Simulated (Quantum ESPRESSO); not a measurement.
# CuO (Tenorite): which magnetic order is lowest, part 2 of 3

Wanted: the moments of CuO (Tenorite) and the energy of each order that was tried.

Quantum ESPRESSO 7.5; PBE with U = 6 eV on Cu d (ortho-atomic projectors); plane waves with GBRV 1.5 PBE potentials, no spin-orbit coupling.

So far, absolute magnetization (μB): step 2 (start 1: ferro ++) 2.09.

## Step 3: Run 2, typed as antiferro +−

pw.in reads:

```
&CONTROL
  calculation = 'scf'
  prefix = 'pwscf'
  outdir = './tmp'
  pseudo_dir = './pseudo'
  disk_io = 'nowf'
/
&SYSTEM
  ibrav = 0
  celldm(1) = 8
  nat = 4
  ntyp = 3
  ecutwfc = 40
  ecutrho = 280
  nbnd = 34
  occupations = 'smearing'
  smearing = 'fd'
  degauss = 0.00367493
  nspin = 2
  starting_magnetization(1) = 0.0526
  starting_magnetization(2) = -0.0526
  starting_magnetization(3) = 0
/
&ELECTRONS
  conv_thr = 8d-09
  electron_maxstep = 150
  mixing_beta = 0.3
/
ATOMIC_SPECIES
Cu1    63.5460 cu_pbe_v1.2.uspp.F.UPF
Cu2    63.5460 cu_pbe_v1.2.uspp.F.UPF
O      15.9990 o_pbe_v1.2.uspp.F.UPF
CELL_PARAMETERS alat
   0.5531818906194   -0.4042360396340    0.0000000000000
   0.5531818906194    0.4042360396340    0.0000000000000
  -0.2007898793840    0.0000000000000    1.1947484912637
ATOMIC_POSITIONS crystal
Cu1     0.0000000000    0.5000000000    0.0000000000
Cu2     0.5000000000    0.0000000000    0.5000000000
O       0.5816000000    0.4184000000    0.2500000000
O       0.4184000000    0.5816000000    0.7500000000
K_POINTS automatic
8 8 8 0 0 0
HUBBARD {ortho-atomic}
U Cu1-3d 6.0000
U Cu2-3d 6.0000
```

Run with:

```sh
$ OMP_NUM_THREADS=1 mpirun -n 4 pw.x -nk 4 -in pw.in > pw.out
```

Output:

```text
[banner, memory and clock lines left out]
Program PWSCF v.7.5 starts

     Message from routine setup:
     using ibrav=0 with symmetry is DISCOURAGED, use correct ibrav instead

     bravais-lattice index     =            0
     lattice parameter (alat)  =       8.0000  a.u.
     unit-cell volume          =     273.5769 (a.u.)^3
     number of atoms/cell      =            4
     number of atomic types    =            3
     number of electrons       =        50.00
     number of Kohn-Sham states=           34
     kinetic-energy cutoff     =      40.0000  Ry
     charge density cutoff     =     280.0000  Ry
     scf convergence threshold =      8.0E-09
     mixing beta               =       0.3000
     number of iterations used =            8  plain     mixing
     Exchange-correlation= SLA  PW   PBE  PBE
                           (   1   4   3   4   0   0   0)
     Hubbard projectors: ortho-atomic
     Hubbard parameters of DFT+U (Dudarev formulation) in eV:
     U(Cu1-3d) =  6.0000
     U(Cu2-3d) =  6.0000

     Internal variables: lda_plus_u =T, lda_plus_u_kind = 0

     Internal variables: orbital_resolved =F, hub_pot_fix =F, apply_U = F

     celldm(1)=   8.000000  celldm(2)=   0.000000  celldm(3)=   0.000000
     celldm(4)=   0.000000  celldm(5)=   0.000000  celldm(6)=   0.000000

     crystal axes: (cart. coord. in units of alat)
               a(1) = (   0.553182  -0.404236   0.000000 )
               a(2) = (   0.553182   0.404236   0.000000 )
               a(3) = (  -0.200790   0.000000   1.194748 )

     reciprocal axes: (cart. coord. in units 2 pi/alat)
               b(1) = (  0.903862 -1.236901  0.151903 )
               b(2) = (  0.903862  1.236901  0.151903 )
               b(3) = ( -0.000000  0.000000  0.836996 )

     PseudoPot. # 1 for Cu read from file:
     cu_pbe_v1.2.uspp.F.UPF
     Pseudo is Ultrasoft + core correction, Zval = 19.0

     PseudoPot. # 2 for Cu read from file:
     cu_pbe_v1.2.uspp.F.UPF
     Pseudo is Ultrasoft + core correction, Zval = 19.0

     PseudoPot. # 3 for O  read from file:
     o_pbe_v1.2.uspp.F.UPF
     Pseudo is Ultrasoft + core correction, Zval =  6.0

     atomic species   valence    mass     pseudopotential
     Cu1              19.00    63.54600     Cu( 1.00)
     Cu2              19.00    63.54600     Cu( 1.00)
     O                 6.00    15.99900     O ( 1.00)

     Starting magnetic structure
     atomic species   magnetization
     Cu1             0.053
     Cu2            -0.053
     O               0.000

      2 Sym. Ops., with inversion, found

   Cartesian axes

     site n.     atom                  positions (alat units)
         1        Cu1    tau(   1) = (   0.2765909   0.2021180   0.0000000  )
         2        Cu2    tau(   2) = (   0.1761960  -0.2021180   0.5973742  )
         3        O      tau(   3) = (   0.5029844  -0.0659713   0.2986871  )
         4        O      tau(   4) = (   0.4025895   0.0659713   0.8960614  )

     number of k points=   260  Fermi-Dirac smearing, width (Ry)=  0.0037

     Number of k-points >= 100: set verbosity='high' to print them.

     Dense  grid:    21647 G-vectors     FFT dimensions: (  30,  30,  54)

     Smooth grid:     9325 G-vectors     FFT dimensions: (  24,  24,  40)

     Check: negative core charge=   -0.000003
     Generating pointlists ...
     new r_m :   0.1901 (alat units)  1.5207 (a.u.) for type    1
     new r_m :   0.1901 (alat units)  1.5207 (a.u.) for type    2
     new r_m :   0.1901 (alat units)  1.5207 (a.u.) for type    3

     Initial potential from superposition of free atoms

     starting charge      48.0000, renormalised to      50.0000

     STARTING HUBBARD OCCUPATIONS:

     =================== HUBBARD OCCUPATIONS ===================
     ------------------------ ATOM    1 ------------------------
     Tr[ns(  1)] (up, down, total) =   5.00000  3.00000  8.00000
     Atomic magnetic moment for atom   1 =   2.00000
     [... lines left out ...]
     ------------------------ ATOM    2 ------------------------
     Tr[ns(  2)] (up, down, total) =   3.00000  5.00000  8.00000
     Atomic magnetic moment for atom   2 =  -2.00000
     [... lines left out ...]
     Number of occupied Hubbard levels =   16.0000

     Atomic wfc used for Hubbard projectors are orthogonalized

     Starting wfcs are   34 randomized atomic wfcs

     Self-consistent Calculation

     iteration #  1     ecut=    40.00 Ry     beta= 0.30
     Davidson diagonalization with overlap
     ethr =  1.00E-02,  avg # of iterations =  4.3

     =================== HUBBARD OCCUPATIONS ===================
     ------------------------ ATOM    1 ------------------------
     Tr[ns(  1)] (up, down, total) =   4.77477  3.76529  8.54006
     Atomic magnetic moment for atom   1 =   1.00949
     [... lines left out ...]
     ------------------------ ATOM    2 ------------------------
     Tr[ns(  2)] (up, down, total) =   3.76500  4.77474  8.53975
     Atomic magnetic moment for atom   2 =  -1.00974
     [... lines left out ...]
     Number of occupied Hubbard levels =   17.0798

     total energy              =    -870.82706956 Ry
     estimated scf accuracy    <       3.45304099 Ry

     total magnetization       =    -0.00 Bohr mag/cell
     absolute magnetization    =     2.36 Bohr mag/cell

     iteration #  2     ecut=    40.00 Ry     beta= 0.30
     Davidson diagonalization with overlap
     ethr =  6.91E-03,  avg # of iterations =  2.0

     total energy              =    -871.73318574 Ry
     estimated scf accuracy    <       0.60276843 Ry

     total magnetization       =     0.00 Bohr mag/cell
     absolute magnetization    =     1.37 Bohr mag/cell

     [... further iterations left out ...]

     iteration # 13     ecut=    40.00 Ry     beta= 0.30
     Davidson diagonalization with overlap
     ethr =  1.18E-10,  avg # of iterations =  2.0

     total energy              =    -871.81929714 Ry
     estimated scf accuracy    <       0.00000001 Ry

     total magnetization       =    -0.00 Bohr mag/cell
     absolute magnetization    =     1.67 Bohr mag/cell

     iteration # 14     ecut=    40.00 Ry     beta= 0.30
     Davidson diagonalization with overlap
     ethr =  2.16E-11,  avg # of iterations =  1.9

     Magnetic moment per site  (integrated on atomic sphere of radius R)
     atom   1 (R=0.190)  charge= 16.4351  magn=  0.6456
     atom   2 (R=0.190)  charge= 16.4351  magn= -0.6456
     atom   3 (R=0.190)  charge=  5.3742  magn= -0.0000
     atom   4 (R=0.190)  charge=  5.3742  magn= -0.0000

     End of self-consistent calculation

     =================== HUBBARD OCCUPATIONS ===================
     ------------------------ ATOM    1 ------------------------
     Tr[ns(  1)] (up, down, total) =   4.92303  4.28924  9.21227
     Atomic magnetic moment for atom   1 =   0.63380
     [... lines left out ...]
     ------------------------ ATOM    2 ------------------------
     Tr[ns(  2)] (up, down, total) =   4.28924  4.92304  9.21228
     Atomic magnetic moment for atom   2 =  -0.63380
     [... lines left out ...]
     Number of occupied Hubbard levels =   18.4245

     Number of k-points >= 100: set verbosity='high' to print the bands.

     the Fermi energy is    11.8107 ev

!    total energy              =    -871.81929718 Ry
     estimated scf accuracy    <          6.8E-09 Ry
     smearing contrib. (-TS)   =      -0.00000013 Ry
     internal energy E=F+TS    =    -871.81929705 Ry

     The total energy is F=E-TS. E is the sum of the following terms:
     one-electron contribution =    -620.45912777 Ry
     hartree contribution      =     337.91483416 Ry
     xc contribution           =     -92.27176714 Ry
     ewald contribution        =    -497.16893300 Ry
     Hubbard energy            =       0.16569671 Ry

     total magnetization       =     0.00 Bohr mag/cell
     absolute magnetization    =     1.67 Bohr mag/cell

     convergence has been achieved in  14 iterations
```

The job ended after 49 s (4 MPI ranks of AMD EPYC 9R45, shared host; peak memory 0.76 GiB).

Spin moment in the atom's sphere by atom:

```
atom  spin moment in the atom's sphere (μB)
 Cu1                                  0.646
 Cu2                                 -0.646
  O3                                  0.000
  O4                                  0.000
```

Numbers from this step:

```
smearing term TS       : 1.78e-6 eV
magnetization          : 0 μB
absolute magnetization : 1.665 μB
final state            : antiferromagnetic
```

Spin density in the ac plane of the conventional cell at fractional y = 0.250, with atoms of Cu within 0.2 Å of it.

Ten even steps from '0' (-2.6 e/Å³) to '9' (2.6 e/Å³), each cell a mean:
```
44587544444444
45555544444444
44444454444444
44444554444444
44444554444444
44444544444444
44444444431244
44444444440144
44444444443344
45544444444444
55544444444444
55444444444444
44554544444444
45565544444444
45697544444444
```
Columns run along a (4.7 Å), rows up along c (5.1 Å), edges of the conventional cell, whose origin can differ from the input's. Atoms in or near the plane, at fractional coordinates: Cu at (0.25, 0.00), Cu at (0.75, 0.50).

Valence density in the ac plane of the conventional cell at fractional y = 0.250, with atoms of Cu within 0.2 Å of it. It is the smooth field of the valence electrons, not physical close to the nuclei.

Ten steps, logarithmic in the rise over the least value, from '_' (0 e/Å³) to '@' (58 e/Å³), each cell a mean:
```
__::**@@##--..______________
__..--==--......____________
____........::::..__________
__________..::--::..________
__________..::::........____
____________......::====::__
________________..++%%%%==..
________________::##@@%%==..
________________..++##++::..
....______________..::......
::::____________________..::
::::..__________________..::
......::::..____________....
__..--****--..______________
__::**@@@@==..______________
```
Columns run along a (4.7 Å), rows up along c (5.1 Å), edges of the conventional cell, whose origin can differ from the input's. Atoms in or near the plane, at fractional coordinates: Cu at (0.25, 0.00), Cu at (0.75, 0.50).

## Step 4: Run 3, typed as antiferro q=(0,1/2,1/2) +−+−

This order needs a doubled cell of 8 atoms. The wavevector q is in fractions of the reciprocal vectors of the crystal's primitive cell, as the cells of these inputs are built from it; moments change sign between cells as cos(2π q·R).

pw.in reads:

```
&CONTROL
  calculation = 'scf'
  prefix = 'pwscf'
  outdir = './tmp'
  pseudo_dir = './pseudo'
  disk_io = 'nowf'
/
&SYSTEM
  ibrav = 0
  celldm(1) = 8
  nat = 8
  ntyp = 3
  ecutwfc = 40
  ecutrho = 280
  nbnd = 64
  occupations = 'smearing'
  smearing = 'fd'
  degauss = 0.00367493
  nspin = 2
  starting_magnetization(1) = 0.0526
  starting_magnetization(2) = -0.0526
  starting_magnetization(3) = 0
/
&ELECTRONS
  conv_thr = 1.6d-08
  electron_maxstep = 150
  mixing_beta = 0.3
/
ATOMIC_SPECIES
Cu1    63.5460 cu_pbe_v1.2.uspp.F.UPF
Cu2    63.5460 cu_pbe_v1.2.uspp.F.UPF
O      15.9990 o_pbe_v1.2.uspp.F.UPF
CELL_PARAMETERS alat
   0.5531818906194   -0.4042360396340    0.0000000000000
   1.1063637812387    0.8084720792680    0.0000000000000
   0.3523920112353    0.4042360396340    1.1947484912637
ATOMIC_POSITIONS crystal
Cu1     0.0000000000    0.2500000000    0.0000000000
Cu2     0.0000000000    0.7500000000    0.0000000000
Cu1     0.5000000000    0.7500000000    0.5000000000
Cu2     0.5000000000    0.2500000000    0.5000000000
O       0.5816000000    0.0842000000    0.2500000000
O       0.5816000000    0.5842000000    0.2500000000
O       0.4184000000    0.9158000000    0.7500000000
O       0.4184000000    0.4158000000    0.7500000000
K_POINTS automatic
8 4 8 0 0 0
HUBBARD {ortho-atomic}
U Cu1-3d 6.0000
U Cu2-3d 6.0000
```

Output:

```text
     [... lines left out ...]
Program PWSCF v.7.5 starts
     [... lines left out ...]
     number of atoms/cell      =            8
     [... lines left out ...]
     number of electrons       =       100.00
     number of Kohn-Sham states=           64
     kinetic-energy cutoff     =      40.0000  Ry
     charge density cutoff     =     280.0000  Ry
     scf convergence threshold =      1.6E-08
     [... lines left out ...]
      2 Sym. Ops., with inversion, found ( 1 have fractional translation)
     [... lines left out ...]
     number of k points=   132  Fermi-Dirac smearing, width (Ry)=  0.0037
     [... lines left out ...]
     iteration # 16     ecut=    40.00 Ry     beta= 0.30
     [... lines left out ...]
     Magnetic moment per site  (integrated on atomic sphere of radius R)
     atom   1 (R=0.190)  charge= 16.4299  magn=  0.6844
     atom   2 (R=0.190)  charge= 16.4299  magn= -0.6844
     atom   3 (R=0.190)  charge= 16.4281  magn=  0.6854
     atom   4 (R=0.190)  charge= 16.4281  magn= -0.6854
     atom   5 (R=0.190)  charge=  5.3780  magn=  0.1314
     atom   6 (R=0.190)  charge=  5.3780  magn= -0.1314
     atom   7 (R=0.190)  charge=  5.3780  magn= -0.1314
     atom   8 (R=0.190)  charge=  5.3780  magn=  0.1314
     [... lines left out ...]
     Tr[ns(  1)] (up, down, total) =   4.93304  4.26708  9.20012
     [... lines left out ...]
     Tr[ns(  2)] (up, down, total) =   4.26707  4.93304  9.20011
     [... lines left out ...]
     Tr[ns(  3)] (up, down, total) =   4.93182  4.26523  9.19705
     [... lines left out ...]
     Tr[ns(  4)] (up, down, total) =   4.26524  4.93182  9.19705
     [... lines left out ...]
     the Fermi energy is    11.8249 ev
!    total energy              =   -1743.62546515 Ry
     estimated scf accuracy    <          7.5E-09 Ry
     smearing contrib. (-TS)   =      -0.00000192 Ry
     [... lines left out ...]
     total magnetization       =    -0.00 Bohr mag/cell
     absolute magnetization    =     3.64 Bohr mag/cell
     convergence has been achieved in  16 iterations
```

Wall time 2.4 min (4 MPI ranks); peak memory 1.3 GiB; 9.6 min of CPU time.

Spin moment in the atom's sphere by atom:

```csv
atom,spin moment in the atom's sphere (μB)
Cu1,0.684
Cu2,-0.684
Cu3,0.685
Cu4,-0.685
O5,0.131
O6,-0.131
O7,-0.131
O8,0.131
```

Read from the output:

| Quantity | Value |
| --- | --- |
| smearing term TS | 2.61e-5 eV |
| magnetization | 0 μB |
| absolute magnetization | 3.637 μB |
| final state | antiferromagnetic |

## Step 5: Run 4, typed as antiferro q=(1/2,1/2,0) +−+−

This order needs a doubled cell of 8 atoms.

pw.in reads:

```
&CONTROL
  calculation = 'scf'
  prefix = 'pwscf'
  outdir = './tmp'
  pseudo_dir = './pseudo'
  disk_io = 'nowf'
/
&SYSTEM
  ibrav = 0
  celldm(1) = 8
  nat = 8
  ntyp = 3
  ecutwfc = 40
  ecutrho = 280
  nbnd = 64
  occupations = 'smearing'
  smearing = 'fd'
  degauss = 0.00367493
  nspin = 2
  starting_magnetization(1) = 0.0526
  starting_magnetization(2) = -0.0526
  starting_magnetization(3) = 0
/
&ELECTRONS
  conv_thr = 1.6d-08
  electron_maxstep = 150
  mixing_beta = 0.3
/
ATOMIC_SPECIES
Cu1    63.5460 cu_pbe_v1.2.uspp.F.UPF
Cu2    63.5460 cu_pbe_v1.2.uspp.F.UPF
O      15.9990 o_pbe_v1.2.uspp.F.UPF
CELL_PARAMETERS alat
   1.1063637812387   -0.8084720792680    0.0000000000000
   1.1063637812387    0.0000000000000    0.0000000000000
  -0.2007898793840    0.0000000000000    1.1947484912637
ATOMIC_POSITIONS crystal
Cu1     0.7500000000    0.5000000000    0.0000000000
Cu2     0.2500000000    0.5000000000    0.0000000000
Cu1     0.2500000000    0.0000000000    0.5000000000
Cu2     0.7500000000    0.0000000000    0.5000000000
O       0.0816000000    0.4184000000    0.2500000000
O       0.5816000000    0.4184000000    0.2500000000
O       0.9184000000    0.5816000000    0.7500000000
O       0.4184000000    0.5816000000    0.7500000000
K_POINTS automatic
4 8 8 0 0 0
HUBBARD {ortho-atomic}
U Cu1-3d 6.0000
U Cu2-3d 6.0000
```

Output:

```text
     [... lines left out ...]
Program PWSCF v.7.5 starts
     [... lines left out ...]
     number of atoms/cell      =            8
     [... lines left out ...]
     number of electrons       =       100.00
     number of Kohn-Sham states=           64
     kinetic-energy cutoff     =      40.0000  Ry
     charge density cutoff     =     280.0000  Ry
     scf convergence threshold =      1.6E-08
     [... lines left out ...]
      4 Sym. Ops., with inversion, found ( 3 have fractional translation)
     [... lines left out ...]
     number of k points=    86  Fermi-Dirac smearing, width (Ry)=  0.0037
     [... lines left out ...]
     iteration # 15     ecut=    40.00 Ry     beta= 0.30
     [... lines left out ...]
     Magnetic moment per site  (integrated on atomic sphere of radius R)
     atom   1 (R=0.190)  charge= 16.4373  magn=  0.6492
     atom   2 (R=0.190)  charge= 16.4373  magn= -0.6492
     atom   3 (R=0.190)  charge= 16.4372  magn=  0.6492
     atom   4 (R=0.190)  charge= 16.4372  magn= -0.6492
     atom   5 (R=0.190)  charge=  5.3724  magn= -0.0000
     atom   6 (R=0.190)  charge=  5.3724  magn= -0.0000
     atom   7 (R=0.190)  charge=  5.3724  magn= -0.0000
     atom   8 (R=0.190)  charge=  5.3724  magn= -0.0000
     [... lines left out ...]
     Tr[ns(  1)] (up, down, total) =   4.92480  4.28975  9.21455
     [... lines left out ...]
     Tr[ns(  2)] (up, down, total) =   4.28975  4.92480  9.21455
     [... lines left out ...]
     Tr[ns(  3)] (up, down, total) =   4.92480  4.28975  9.21455
     [... lines left out ...]
     Tr[ns(  4)] (up, down, total) =   4.28975  4.92480  9.21455
     [... lines left out ...]
     the Fermi energy is    11.8722 ev
!    total energy              =   -1743.64064911 Ry
     estimated scf accuracy    <          6.8E-09 Ry
     smearing contrib. (-TS)   =      -0.00000006 Ry
     [... lines left out ...]
     total magnetization       =     0.00 Bohr mag/cell
     absolute magnetization    =     3.33 Bohr mag/cell
     convergence has been achieved in  15 iterations
```

Elapsed: 99 s, on 4 MPI ranks; peak memory 1 GiB; 6.6 min of CPU time.

Numbers from this step:

```
smearing term TS       : 7.59e-7 eV
magnetization          : 0 μB
absolute magnetization : 3.326 μB
final state            : antiferromagnetic
largest moment         : 0.6492 μB
```

## Step 6: Run 5, typed as antiferro q=(1/2,1/2,0) +−−+

The cell is doubled to 8 atoms to hold this order.

Changes to pw.in since step 5:

```diff
@@ -39,4 +39,4 @@
 Cu2     0.2500000000    0.5000000000    0.0000000000
-Cu1     0.2500000000    0.0000000000    0.5000000000
-Cu2     0.7500000000    0.0000000000    0.5000000000
+Cu2     0.2500000000    0.0000000000    0.5000000000
+Cu1     0.7500000000    0.0000000000    0.5000000000
 O       0.0816000000    0.4184000000    0.2500000000
```

Output:

```text
     [... lines left out ...]
Program PWSCF v.7.5 starts
     [... lines left out ...]
     number of atoms/cell      =            8
     [... lines left out ...]
     number of electrons       =       100.00
     number of Kohn-Sham states=           64
     kinetic-energy cutoff     =      40.0000  Ry
     charge density cutoff     =     280.0000  Ry
     scf convergence threshold =      1.6E-08
     [... lines left out ...]
      4 Sym. Ops., with inversion, found ( 3 have fractional translation)
     [... lines left out ...]
     number of k points=    86  Fermi-Dirac smearing, width (Ry)=  0.0037
     [... lines left out ...]
     iteration # 16     ecut=    40.00 Ry     beta= 0.30
     [... lines left out ...]
     Magnetic moment per site  (integrated on atomic sphere of radius R)
     atom   1 (R=0.190)  charge= 16.4288  magn=  0.6891
     atom   2 (R=0.190)  charge= 16.4288  magn= -0.6891
     atom   3 (R=0.190)  charge= 16.4288  magn= -0.6891
     atom   4 (R=0.190)  charge= 16.4288  magn=  0.6891
     atom   5 (R=0.190)  charge=  5.3785  magn=  0.0107
     atom   6 (R=0.190)  charge=  5.3785  magn= -0.0107
     atom   7 (R=0.190)  charge=  5.3785  magn= -0.0107
     atom   8 (R=0.190)  charge=  5.3785  magn=  0.0107
     [... lines left out ...]
     Tr[ns(  1)] (up, down, total) =   4.93331  4.26446  9.19777
     [... lines left out ...]
     Tr[ns(  2)] (up, down, total) =   4.26446  4.93331  9.19777
     [... lines left out ...]
     Tr[ns(  3)] (up, down, total) =   4.26446  4.93331  9.19777
     [... lines left out ...]
     Tr[ns(  4)] (up, down, total) =   4.93331  4.26446  9.19777
     [... lines left out ...]
     the Fermi energy is    11.9424 ev
!    total energy              =   -1743.62379238 Ry
     estimated scf accuracy    <          3.1E-09 Ry
     smearing contrib. (-TS)   =      -0.00001034 Ry
     [... lines left out ...]
     total magnetization       =    -0.00 Bohr mag/cell
     absolute magnetization    =     3.49 Bohr mag/cell
     convergence has been achieved in  16 iterations
```

The job ended after 1.7 min (4 MPI ranks; peak memory 1 GiB).

Read from the output:

```yaml
smearing_term_ts: 1.41e-4 eV
magnetization: 0 μB
absolute_magnetization: 3.491 μB
final_state: antiferromagnetic
largest_moment: 0.6891 μB
```

(Continued in part 3 of 3.)

[Logs and program files are shortened in this print: banners, set-up blocks, solver, clock and traceback lines can be left out without a mark of their own.]

[Logs are printed without paths, hosts, clocks, repeated set-up lines and the standing remarks that a program may print on its own settings, such as how far it seeks lower states.]

[Hosts, paths, dates, database ids (printed as entryN), source tags and the programs' standing remarks are cut or masked in the printed files.]

[Where a cell is said to come from a database of computed structures, the database is the Materials Project.]
